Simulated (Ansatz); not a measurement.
**ZnNi3C (Pm-3m): a soft mode frozen in**

Aim: this structure of ZnNi3C (Pm-3m) is to be tested for unstable modes, and one is followed downhill.

Main program and level: Ansatz 0.2.0; DFT PBEsol, scalar-relativistic, plane waves, PAW; PAW set soft_1.

## 1. Set-up

Symmetry: Pm-3m, No. 221, cubic system. Conventional cell: a = 3.720 Å, b = 3.720 Å, c = 3.720 Å, α = 90.00°, β = 90.00°, γ = 90.00°. Nearest to Zn lie 12 Ni at 2.63 Å. Ni has 2 C at 1.86 Å and 4 Zn at 2.63 Å and 8 Ni at 2.63 Å nearest. C has 6 Ni at 1.86 Å nearest. Farther neighbours are not listed.

Structure file:

```cif
data_structure
_symmetry_space_group_name_H-M 'P 1'
_symmetry_Int_Tables_number 1
_cell_length_a 3.7199
_cell_length_b 3.7199
_cell_length_c 3.7199
_cell_angle_alpha 90.000
_cell_angle_beta 90.000
_cell_angle_gamma 90.000
_cell_volume 51.47
loop_
_atom_site_label
_atom_site_type_symbol
_atom_site_fract_x
_atom_site_fract_y
_atom_site_fract_z
_atom_site_occupancy
Zn1 Zn 0.00000 0.00000 0.00000 1
Ni2 Ni 0.00000 0.50000 0.50000 1
Ni3 Ni 0.50000 0.50000 0.00000 1
Ni4 Ni 0.50000 0.00000 0.50000 1
C5 C 0.50000 0.50000 0.50000 1
```

## 2. Response at finite wavevector

The cell comes from relaxations at this level that are not shown. Stability and thermal properties need the whole zone. Linear response on a 2×2×2 q mesh gives force constants as far as a supercell of that size would.

Input file input.yaml:

```yaml
crystal:
  lattice:
    - [3.7198786686, 0.0, 0.0]
    - [0.0, 3.7198786686, 0.0]
    - [0.0, 0.0, 3.7198786686]
  atoms:
    - { symbol: Zn, position: [0.0, 0.0, 0.0] }
    - { symbol: Ni, position: [0.0, 0.5, 0.5] }
    - { symbol: Ni, position: [0.5, 0.5, 0.0] }
    - { symbol: Ni, position: [0.5, 0.0, 0.5] }
    - { symbol: C, position: [0.5, 0.5, 0.5] }
kpoints:
  mp_grid: { grid: [12, 12, 12] }
hamiltonian:
  xc: pbesol
  pseudopotentials: { kind: paw, azcp: { folder: soft_1 }, xc_functional: pbe }
scf:
  occupations: { method: methfessel_paxton, width: 0.2 }
output:
  eigenvalues: true
phonons:
  method: dfpt
  qmesh: [2, 2, 2]
  temperatures: { t_max: 1000, t_step: 50 }
  qpath:
    path:
      - [[0.0, 0.0, 0.0], [0.0, 0.5, 0.0], [0.5, 0.5, 0.0], [0.0, 0.0, 0.0], [0.5, 0.5, 0.5], [0.0, 0.5, 0.0]]
      - [[0.5, 0.5, 0.5], [0.5, 0.5, 0.0]]
    npoints: 10
```

Launch:

```console
$ ansatz run input.yaml --threads 4 --pin off --max-ram 10240MiB --backend cpu --events-out ev --progress --plain --runs-dir out
```

Numbers of over 12 decimals in the logs are rounded to 6 here.

What it wrote:

```text
Engine: ansatz 0.2.0, x86_64-unknown-linux-gnu
Pseudopotentials: kind: paw
Pseudopotential: Zn, paw, valence charge 12, recommended cutoff 420 eV (normal), soft_1/Zn.paw.azcp
Pseudopotential: Ni, paw, valence charge 18, recommended cutoff 420 eV (normal), soft_1/Ni.paw.azcp
Pseudopotential: C, paw, valence charge 4, recommended cutoff 420 eV (normal), soft_1/C.paw.azcp
Functional definition: PBEsol
  exchange = pbesol_x
  correlation = pbesol_c
Crystal: 5 atoms, lattice volume = 51.474 Å³
Basis set: ecut = 420 eV, 1021 PW (Γ), exchange–correlation on 50×50×50 points (8 copies of the dense FFT grid, shifted against one another)
Bands: 42, of which v1, the nominal top of the filled ones, is band 35 counted from 1 (34 counted from 0)
Symmetry: 48 space group operations
k-points: 84 of 1728
Non-local potential: Zn, projectors of the file, l = 0: 2, l = 1: 2, l = 2: 3, l = 3: 1
Non-local potential: Ni, projectors of the file, l = 0: 3, l = 1: 2, l = 2: 3, l = 3: 1
Non-local potential: C, projectors of the file, l = 0: 2, l = 1: 2, l = 2: 1
PAW form: soft (Blöchl's): semilocal exchange-correlation on the pseudo side does not see the compensation charge
PAW frozen core: Zn, regenerated for the run's functional, and the local potential with it (the file was generated under x = pbe(κ = 0.804, μ = 0.219515), c = pbe(β = 0.066725))
PAW frozen core: Ni, regenerated for the run's functional, and the local potential with it (the file was generated under x = pbe(κ = 0.804, μ = 0.219515), c = pbe(β = 0.066725))
PAW frozen core: C, regenerated for the run's functional, and the local potential with it (the file was generated under x = pbe(κ = 0.804, μ = 0.219515), c = pbe(β = 0.066725))
PAW one-centre angular grid: Zn, 590 points (default); XC on 64 Gauss nodes
PAW one-centre angular grid: Ni, 590 points (default); XC on 64 Gauss nodes
PAW one-centre angular grid: C, 110 points (default); XC on 64 Gauss nodes
Initial density: superposition of atomic densities (chi_scale 0.1, normalization cell, long waves kept (reshape's long-wave potential 0.01 eV rms))
Initial wavefunctions: pseudopotential atomic-orbital guess
Functional: x = pbesol(κ = 0.804, μ = 0.123457), c = pbesol(β = 0.046)
SCF iter   1: F=—  HF=-20944.022438 eV  |F-HF|=—  |Δ(HF+E_count)|=         —  Δρ=7.30e-2  dr2=3.40e0  ethr=3.10e-3  ⟨swp⟩=5.6  Hψ=13306  notcnv=0
preconditioner: auto → Kerker (q_TF=auto, 2.872 Å⁻¹)  [metal: Δε(μ)=0.005 eV  Ē_g=8.734 eV  σ=0.200 eV  W_gap=0.02  n_scr=18 (ndim 8)  ℏωp=35.1 eV  f_vac=0.000  D(μ)=5.50/eV (n_scr^D=80)]
SCF iter   2: F=—  HF=-20943.393516 eV  |F-HF|=—  |Δ(HF+E_count)|=   6.29e-1  S|Δr|=    0.00e0  Δρ=3.47e-2  dr2=1.13e0  ethr=3.10e-3  ⟨swp⟩=2.3  Hψ=4631  notcnv=0  defer=141
SCF iter   3: F=—  HF=-20943.097962 eV  |F-HF|=—  |Δ(HF+E_count)|=   2.96e-1  S|Δr|=    0.00e0  Δρ=1.74e-2  dr2=3.22e-1  ethr=1.61e-3  ⟨swp⟩=2.0  Hψ=6297  notcnv=0  defer=142
SCF iter   4: F=—  HF=-20943.016328 eV  |F-HF|=—  |Δ(HF+E_count)|=   8.16e-2  S|Δr|=    0.00e0  Δρ=7.53e-3  dr2=2.48e-2  ethr=4.60e-4  ⟨swp⟩=2.0  Hψ=5601  notcnv=0  defer=142
SCF iter   5: F=—  HF=-20943.014019 eV  |F-HF|=—  |Δ(HF+E_count)|=   2.31e-3  S|Δr|=    0.00e0  Δρ=4.04e-3  dr2=4.59e-3  ethr=3.54e-5  ⟨swp⟩=2.0  Hψ=5172  notcnv=0  defer=142
SCF iter   6: F=—  HF=-20943.013004 eV  |F-HF|=—  |Δ(HF+E_count)|=   1.01e-3  S|Δr|=    0.00e0  Δρ=1.58e-3  dr2=6.14e-4  ethr=6.56e-6  ⟨swp⟩=2.0  Hψ=5249  notcnv=0  defer=142
SCF iter   7: F=—  HF=-20943.012774 eV  |F-HF|=—  |Δ(HF+E_count)|=   2.30e-4  S|Δr|=    0.00e0  Δρ=2.84e-4  dr2=2.57e-5  ethr=8.77e-7  ⟨swp⟩=2.0  Hψ=5256  notcnv=0  defer=142
SCF iter   8: F=—  HF=-20943.012764 eV  |F-HF|=—  |Δ(HF+E_count)|=   1.01e-5  S|Δr|=    0.00e0  Δρ=9.89e-5  dr2=4.36e-6  ethr=3.67e-8  ⟨swp⟩=2.2  Hψ=5102  notcnv=0  defer=142
SCF iter   9: F=—  HF=-20943.012777 eV  |F-HF|=—  |Δ(HF+E_count)|=   1.26e-5  S|Δr|=    0.00e0  Δρ=2.28e-5  dr2=1.82e-7  ethr=6.23e-9  ⟨swp⟩=2.7  Hψ=5537  notcnv=0  defer=142
SCF iter  10: F=—  HF=-20943.012777 eV  |F-HF|=—  |Δ(HF+E_count)|=   4.83e-8  S|Δr|=    0.00e0  Δρ=6.01e-6  dr2=8.06e-9  ethr=2.60e-10  ⟨swp⟩=2.1  Hψ=5503  notcnv=0  defer=142
[...]
SCF 1 converged in 14 iterations: F = -20943.012777 eV  dr2 = 2.96e-12
  greatest PAW one-centre occupation: 1.001 electrons in one spin orbital (limit 2), on the Ni atom at site 1 (counted from 0), in its partial waves of l = 1
Initial density: read from a saved state, or passed on in memory by an earlier SCF of this step, an earlier step, the calling program or the single point that the run made first
[...]
SCF iter   1: F=—  HF=-20943.012762 eV  |F-HF|=—  |Δ(HF+E_count)|=         —  Δρ=3.32e-6  dr2=4.61e-9  ethr=1.77e-6  ⟨swp⟩=2.3  Hψ=20390  notcnv=0
eigensolver tolerance schedule: the retry pair's looser diagonalisation over-reported the residual by 268885.85 of it (diagonalisation noise at an unbounded share of the residual, at the tolerance the schedule requests for it); recorded, not acted on — ethr = c·dr2/N_el stays at c = 1.0e-1
preconditioner: auto → Kerker (q_TF=auto, 2.872 Å⁻¹)  [metal: Δε(μ)=0.028 eV  Ē_g=8.879 eV  σ=0.200 eV  W_gap=0.12  n_scr=18 (ndim 8)  ℏωp=35.1 eV  f_vac=0.000  D(μ)=4.85/eV (n_scr^D=56)]
SCF iter   2: F=—  HF=-20943.012777 eV  |F-HF|=—  |Δ(HF+E_count)|=   1.47e-5  S|Δr|=    0.00e0  Δρ=2.57e-6  dr2=1.89e-9  ethr=6.59e-12  ⟨swp⟩=4.3  Hψ=11901  notcnv=0
SCF iter   3: F=—  HF=-20943.012777 eV  |F-HF|=—  |Δ(HF+E_count)|=  3.64e-10  S|Δr|=    0.00e0  Δρ=1.32e-6  dr2=5.66e-10  ethr=2.70e-12  ⟨swp⟩=2.0  Hψ=5245  notcnv=0
SCF iter   4: F=—  HF=-20943.012777 eV  |F-HF|=—  |Δ(HF+E_count)|=  8.73e-11  S|Δr|=    0.00e0  Δρ=6.70e-7  dr2=1.76e-10  ethr=1.00e-12  ⟨swp⟩=1.0  Hψ=3528  notcnv=0
SCF iter   5: F=—  HF=-20943.012777 eV  |F-HF|=—  |Δ(HF+E_count)|=  2.18e-11  S|Δr|=    0.00e0  Δρ=5.18e-7  dr2=1.11e-10  ethr=1.00e-12  ⟨swp⟩=1.0  Hψ=3528  notcnv=0
SCF iter   6: F=—  HF=-20943.012777 eV  |F-HF|=—  |Δ(HF+E_count)|=  1.09e-11  S|Δr|=    0.00e0  Δρ=3.48e-7  dr2=5.01e-11  ethr=1.00e-12  ⟨swp⟩=1.0  Hψ=3528  notcnv=0
SCF iter   7: F=—  HF=-20943.012777 eV  |F-HF|=—  |Δ(HF+E_count)|=  3.64e-12  S|Δr|=    0.00e0  Δρ=3.72e-7  dr2=5.68e-11  ethr=1.00e-12  ⟨swp⟩=1.0  Hψ=3528  notcnv=0
SCF iter   8: F=—  HF=-20943.012777 eV  |F-HF|=—  |Δ(HF+E_count)|=  3.64e-12  S|Δr|=    0.00e0  Δρ=2.34e-7  dr2=2.17e-11  ethr=1.00e-12  ⟨swp⟩=1.0  Hψ=3528  notcnv=0
SCF iter   9: F=—  HF=-20943.012777 eV  |F-HF|=—  |Δ(HF+E_count)|=  3.64e-12  S|Δr|=    0.00e0  Δρ=1.60e-7  dr2=1.07e-11  ethr=1.00e-12  ⟨swp⟩=1.0  Hψ=3528  notcnv=0
SCF iter  10: F=-20943.012777 eV  HF=-20943.012777 eV  |F-HF|=7.28e-12  |Δ(HF+E_count)|=  7.28e-12  S|Δr|=    0.00e0  Δρ=6.17e-8  dr2=1.50e-12  ethr=1.00e-12  ⟨swp⟩=2.1  Hψ=6057  notcnv=0
SCF 2 converged in 10 iterations: F = -20943.012777 eV  dr2 = 1.50e-12
  greatest PAW one-centre occupation: 1.001 electrons in one spin orbital (limit 2), on the Ni atom at site 3 (counted from 0), in its partial waves of l = 1
phonons: the bands overlap, so this run is a metal and interpolates without the dipole-dipole term. If the crystal is really an insulator or semiconductor, its LO-TO splitting is missing
NSCF: frozen V_eff on 84 k-points
NSCF: frozen V_eff on 343 k-points
DFPT response loops at q = (0, 0, 0) (fractional): preconditioner auto → Kerker (q_TF=auto, 2.872 Å⁻¹) (partly filled bands, converged f_vac=0.000); β = 1.00, the filter's whole step (`scf.mixing.beta` (0.50) is not read by the response loops under this deck's `scf.mixing.preconditioner`; to damp them name `kerker` or `kerker_dos`, under which they read `scf.mixing.beta`, and type it under 1.00, their step now; both keys bind the ground state too); Broyden in place of MSR1
NSCF: frozen V_eff on 686 k-points
DFPT response loops at q = (0, 0, -0.5) (fractional): mixed as the last ones told, above
NSCF: frozen V_eff on 686 k-points
DFPT response loops at q = (0, -0.5, -0.5) (fractional): mixed as the last ones told, above
NSCF: frozen V_eff on 686 k-points
DFPT response loops at q = (-0.5, -0.5, -0.5) (fractional): mixed as the last ones told, above
SCF converged after 14 iterations
Stability not checked: this state was not tested for a lower state beside it, because cold or Methfessel-Paxton smearing, or corrected tetrahedra, fill the levels in a way that the test cannot read (fill_not_monotonic; see scf.lower_state_search)
Free energy (F): -20943.012777 eV
Harris-Foulkes:  -20943.012777 eV  (|F-HF|=7.28e-12)
Internal energy: -20943.003201 eV  (E = F + TS)
E sigma→0 (E₀):  -20943.010383 eV
Entropy (-TS):   -0.009576 eV (-1.915 meV/atom)
Fermi energy:    16.026073 eV
--- Per-component energies (eV) ---
  E_band       = -836.358285
  E_kinetic    = 1260.341814
  E_local      = -10807.622893  (includes V_loc(G=0)·N_el)
  E_nonlocal   = 496.552906
  E_hartree    = 5489.435720
  E_xc         = -463.585966
  E_vxc        = -548.771374  (∫ρ·V_xc dr)
  E_paw        = -6820.839172  (= ΣΔE_a)
  E_vpaw       = -2215.732656  (= ΣTr[D̂ρ^β])
  E_aug_tail   = 0.002468  (compensation charges beyond the density's cutoff)
  E_ewald      = -10098.698403
  E_core_change = 1.410324  (= ΣΔE_core)
  E_smearing   = -0.009576  (= −TS)
  E_closure    = -0.000000  (closes the sum)
  Σ components = -20943.012777   (vs F -20943.012777, Δ=0.00e0)
--- Band table (eV; the first three rows and the last of 84) ---
  k-point 0: bands = [... 31 lower, 14.7342, 15.2465, 15.2465, 15.2465, 15.5580, 18.9392, 20.6657, 20.6657, ... 3 higher]
  k-point 1: bands = [... 31 lower, 14.7248, 15.2465, 15.2965, 15.2965, 15.5319, 18.9514, 20.3888, 20.7230, ... 3 higher]
  k-point 2: bands = [... 31 lower, 14.6990, 15.2467, 15.4506, 15.4506, 15.4548, 18.9961, 20.0049, 20.8723, ... 3 higher]
  k-point 83: bands = [... 31 lower, 14.9814, 14.9814, 15.3194, 15.3194, 15.3194, 17.6194, 17.6194, 17.6194, ... 3 higher]
--- Phonons (Γ-DFPT): 4 representative perturbations + reference (Σ response iterations 15) ---
  ASR residual: 2.352e-5 → 0.000e0 eV/Å²; symmetrization residual: 1.871e-6 eV/Å²
  ASR residual per site (eV/Å²): 2.06e-6 2.35e-5 2.35e-5 2.35e-5 3.16e-6
  Γ frequencies (cm⁻¹): 0.00 0.00 0.00 147.85 147.85 147.85 158.01 158.01 158.01 184.60 184.60 184.60 633.88 633.88 633.88
--- Phonons (arbitrary-q DFPT): 4 irreducible q on the 2×2×2 mesh ---
  q = [0.0000, 0.0000, 0.0000] (star 1, of the zone-centre solve; hermiticity 1.80e-7, symmetrization 1.68e-12): -0.00 0.00 0.00 147.85 147.85 147.85 158.01 158.01 158.01 184.60 184.60 184.60 633.88 633.88 633.88
  q = [0.0000, 0.0000, -0.5000] (star 3, 9 solved perturbations in 2646 linear systems a pass and spin channel, the states on 343 of 1728 k-point pairs; hermiticity 6.41e-8, symmetrization 8.80e-12): -48.38 -48.38 42.39 109.96 109.96 114.32 151.76 151.76 153.09 179.42 179.42 311.84 632.45 632.45 727.58
  q = [0.0000, -0.5000, -0.5000] (star 3, 9 solved perturbations in 2646 linear systems a pass and spin channel, the states on 343 of 1728 k-point pairs; hermiticity 1.97e-7, symmetrization 1.16e-11): 37.77 37.77 55.63 73.70 86.01 86.01 145.40 163.56 163.56 171.17 266.97 360.11 627.36 741.89 741.89
  q = [-0.5000, -0.5000, -0.5000] (star 1, 4 solved perturbations in 931 linear systems a pass and spin channel, the states on 343 of 1728 k-point pairs; hermiticity 1.09e-7, symmetrization 8.26e-12): 6.42 6.42 6.42 101.33 101.33 101.33 186.07 186.07 186.07 270.31 270.31 402.59 750.75 750.75 750.75
  sum rule: each row above includes the acoustic sum rule's correction from the zone centre's row sums; it moved no ω² by more than (0.33 cm⁻¹)²
  mesh force constants: q→R imaginary residual 2.88e-18; ASR residual 2.352e-5 → 0.000e0 eV/Å²; symmetrization residual 2.487e-14 eV/Å²
  interpolated dispersion: 62 rows × 15 modes
  density of states and harmonic sums: on the 18×18×18 q-mesh, interpolated from the force constants of a 2×2×2 supercell (no non-analytic term)
  largest difference from the sums on the solved wave vectors: F 1.14e-1 eV, S 1.87e-4 and C_V 7.32e-5 eV/K
  zero-point energy: 0.231725 eV/cell   skipped modes (ω ≤ 0): 71, of them read as no rigid motion or as one in doubt: 68 (2.747e-1 modes/cell left out, lowest -48.38 cm⁻¹)   left out of the sums: 1.83e-2 of the cell's modes: C_V's classical limit lies that fraction below 3 k_B per atom; for a crystal, a wire or a layer, F and S can be off by more, and a phonons.interpolated_qmesh denser along its periods is the remedy for the sampling
```

Run time: 6.4 min. Hardware: 4 threads of Intel Xeon Platinum 8375C at 2.90GHz (Ice Lake), shared host; peak memory 2.3 GiB; 24 min of CPU time.

This run has no spin polarisation, although Ni can carry a moment.

Numbers from this step:

```
volume per atom                                         : 10.29 Å³
gap on the k-mesh                                       : 0 eV
sum-rule residual before enforcement                    : 2.35e-5 eV/Å²
lowest frequency on the path                            : -48.38 cm⁻¹
point group                                             : m-3m
highest frequency on the path or at a solved wavevector : 750.8 cm⁻¹
highest optical mode at the zone centre (no LO-TO term) : 633.9 cm⁻¹
lowest optical zone-centre mode                         : 147.8 cm⁻¹
lowest mode on the q mesh (acoustic modes at Γ apart)   : -48.38 cm⁻¹
```

Frequencies (cm⁻¹) solved at each irreducible wavevector; negative means imaginary. Frequencies by wavevector, by row:

```
q in reciprocal lattice units  star  mode 1  mode 2  mode 3  mode 4  mode 13  mode 14  mode 15
                        0 0 0     1       0       0       0   147.8    633.9    633.9    633.9
                     0 0 -0.5     3   -48.4   -48.4    42.4     110    632.5    632.5    727.6
                  0 -0.5 -0.5     3    37.8    37.8    55.6    73.7    627.4    741.9    741.9
               -0.5 -0.5 -0.5     1     6.4     6.4     6.4   101.3    750.8    750.8    750.8
```

Interpolated from a 2×2×2 q mesh, rough between the solved points. Phonon branches along the path, in cm⁻¹:

```
    point  branch 1  branch 2  branch 3  branch 4  branch 12  branch 13  branch 14  branch 15
        Γ         0         0         0       148        185        634        634        634
  halfway        20        20        93       116        255        633        633        678
        X       -48       -48        42       110        312        632        632        728
  halfway       -23       -11        61        90        330        630        685        735
        M        38        38        56        74        360        627        742        742
  halfway        37        70        74       104        284        632        680        682
        Γ         0         0         0       148        185        634        634        634
  halfway        62        62        81        93        310        683        683        685
        R         6         6         6       101        403        751        751        751
  halfway        26        52        64        71        349        685        687        741
        X       -48       -48        42       110        312        632        632        728
jump to R         6         6         6       101        403        751        751        751
  halfway        24        24        52        88        378        687        746        746
        M        38        38        56        74        360        627        742        742
```

Symmetry leaves 4 wavevectors to solve. The lowest mode among them, the acoustic zeros apart, lies at q = (0, 0, -0.5) and is imaginary, 48.4i cm⁻¹, so the energy falls along it.

## 3. The mode frozen in, largest atomic shift 0 Å

The mode followed lies at q = (0, 0, -0.5) with frequency 48.4i cm⁻¹ and is 2-fold degenerate, the softest among the wavevectors solved. At small amplitude the distorted cell has space group no. 51 by a symmetry search on the positions. The undistorted cell that holds it gives the zero of energy on the same k mesh.

System of this step: ZnNi3C. Symmetry: Pm-3m, No. 221, cubic system. The conventional cell has a = 3.720 Å, b = 3.720 Å, c = 3.720 Å, α = 90.00°, β = 90.00°, γ = 90.00°. Zn has 12 Ni at 2.63 Å nearest. Nearest to Ni lie 2 C at 1.86 Å and 8 Ni at 2.63 Å and 4 Zn at 2.63 Å. Ni has 2 C at 1.86 Å and 8 Ni at 2.63 Å and 4 Zn at 2.63 Å nearest. Nearest to C lie 6 Ni at 1.86 Å. Farther neighbours are not listed.

Input file input.yaml:

```yaml
crystal:
  lattice:
    - [3.7198786686, 0.0, 0.0]
    - [0.0, 3.7198786686, 0.0]
    - [0.0, 0.0, 7.4397573372]
  atoms:
    - { symbol: Zn, position: [0.0, 0.0, 0.0] }
    - { symbol: Zn, position: [0.0, 0.0, 0.5] }
    - { symbol: Ni, position: [0.0, 0.5, 0.25] }
    - { symbol: Ni, position: [0.0, 0.5, 0.75] }
    - { symbol: Ni, position: [0.5, 0.5, 0.0] }
    - { symbol: Ni, position: [0.5, 0.5, 0.5] }
    - { symbol: Ni, position: [0.5, 0.0, 0.25] }
    - { symbol: Ni, position: [0.5, 0.0, 0.75] }
    - { symbol: C, position: [0.5, 0.5, 0.25] }
    - { symbol: C, position: [0.5, 0.5, 0.75] }
kpoints:
  mp_grid: { grid: [10, 10, 6] }
hamiltonian:
  xc: pbesol
  pseudopotentials: { kind: paw, azcp: { folder: soft_1 }, xc_functional: pbe }
scf:
  occupations: { method: methfessel_paxton, width: 0.2 }
output:
  forces: true
  stress: true
  eigenvalues: true
```

What it wrote:

```text
[...]
Crystal: 10 atoms, lattice volume = 102.948 Å³
Basis set: ecut = 420 eV, 2041 PW (Γ), exchange–correlation on 50×50×100 points (8 copies of the dense FFT grid, shifted against one another)
Bands: 84, of which v1, the nominal top of the filled ones, is band 70 counted from 1 (69 counted from 0)
Symmetry: 32 space group operations
[...]
k-points: 84 of 600
[...]
k-point 0: bands = [... 66 lower, 15.2465, 15.2470, 15.2478, 15.5588, 16.2282, 16.2282, 18.9391, 19.2444, ... 10 higher]
  k-point 1: bands = [... 66 lower, 15.2478, 15.2965, 15.2965, 15.5327, 16.1506, 16.1506, 18.9513, 19.2223, ... 10 higher]
  k-point 2: bands = [... 66 lower, 15.2476, 15.4504, 15.4504, 15.4556, 15.9471, 15.9471, 18.9958, 19.1603, ... 10 higher]
  k-point 83: bands = [... 66 lower, 15.4682, 15.4682, 15.8043, 15.8043, 15.8043, 15.8043, 17.4676, 17.4676, ... 10 higher]
[key lines of the parts left out:]
SCF converged after 10 iterations
Free energy (F): -41886.027523 eV
Fermi energy:    16.024585 eV
P = ⅓ Tr σ = -0.0104 GPa (-0.104 kbar)
```

Elapsed: 10 s, on 4 threads; peak memory 0.88 GiB.

Numbers from this step:

| Property | Result |
| --- | --- |
| pressure | -0.01039 GPa |
| energy from the undistorted cell | 0 meV/atom |

The run ends at a pressure of -0.01 GPa.

[end of part 1 of 3]

[Logs are printed without paths, hosts, clocks, repeated set-up lines and the standing remarks that a program may print on its own settings, such as how far it seeks lower states.]

[Hosts, paths, dates, database ids (printed as entryN), source tags and the programs' standing remarks are cut or masked in the printed files.]
